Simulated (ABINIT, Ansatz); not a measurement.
Computed results, one entry a study.

**A GW chain in ABINIT: K2NaScF6 (Fm-3m)**

Symmetry: Fm-3m, No. 225, cubic system. The conventional cell has a = 8.472 Å, b = 8.472 Å, c = 8.472 Å, α = 90.00°, β = 90.00°, γ = 90.00°. Nearest to K lie 12 F at 3.00 Å. Nearest to Na lie 6 F at 2.25 Å. Nearest to Sc lie 6 F at 1.98 Å. F has 1 Sc at 1.98 Å and 1 Na at 2.25 Å and 4 K at 3.00 Å nearest. Farther neighbours, and contacts between anions beyond the nearest, are not listed.

```xyz
10
Lattice="0.0000 4.2358 4.2358 4.2358 0.0000 4.2358 4.2358 4.2358 0.0000" Properties=species:S:1:pos:R:3 pbc="T T T"
K     2.1179    2.1179    2.1179
K     6.3538    6.3538    6.3538
Na    4.2358    4.2358    4.2358
Sc    0.0000    0.0000    0.0000
F     1.9841    4.2358    4.2358
F     4.2358    1.9841    4.2358
F     6.4876    4.2358    4.2358
F     4.2358    6.4876    4.2358
F     4.2358    4.2358    1.9841
F     4.2358    4.2358    6.4876
```

```
method               : RPA screening on LDA, plane waves, norm-conserving pseudopotentials (and 2 further levels or steps)
program              : ABINIT 10.8.3
settings             : cutoff 38 Ha, PseudoDojo scalar-relativistic 0.4.1 standard, norm-conserving, ngkpt (2, 2, 2), nband 493, ecuteps 8 Ha, inclvkb 2, shiftk (0, 0, 0), symchi 1, awtr 1, frequency ppm, 2×2×2 k-mesh
notes                : The program’s warnings: nproc spkpt=  >= nkpt= * nsppol=. The cell and positions come from the Crystallography Open Database and are kept as given unless a step says otherwise. The 2×2×2 mesh is coarse for this cell, which bears on the long-range parts of exchange and screening.
LDA gap              : 6.65 eV, direct
G0W0 gap on the mesh : 10.46 eV
GW settings          : 2×2×2 mesh, 493 bands, screening to 217.7 eV, Godby-Needs plasmon pole
known limits         : short of the basis limit; coarse k mesh
```

G0W0 moves the gap on the mesh from 6.65 eV to 10.46 eV (+3.80 eV), with Z of 0.81 and 0.89 at the edges. Local fields lower the RPA ε∞ on this mesh from 2.29 to 2.06; a Γ-centred mesh this coarse tends to raise both, most where the direct gap is narrow, while a short band sum lowers them.

[Long decimals in the printed logs are rounded to 6 places.]

[Logs are printed without paths, hosts, clocks, repeated set-up lines and the standing remarks that a program may print on its own settings, such as how far it seeks lower states.]

[Paths, hosts, dates, memory and timing lines, banners, echoed tables and standing remarks are left out of the program output; an Ansatz launch command may be rebuilt from the run's recorded settings. Measured values are a selection of at most five: reports struck by readers or far from the other reports are left out. None is set beside runs whose start may be inverted or whose files or cutoffs have a known fault.]

[Runs of the session that timed out or met a known fault of the program may be left out.]

[Hosts, paths, dates, database ids (printed as entryN), source tags and the programs' standing remarks are cut or masked in the printed files.]

[G0W0 gaps are taken among the corrected bands and points alone; a level outside them can change the order at an edge.]

[Where Ansatz stands beside ABINIT at settings called matched, ABINIT's density can come from a denser mesh and the files from another edition; pairs whose starting gaps differed by over 0.03 eV were left out, so agreement reads better than it is.]
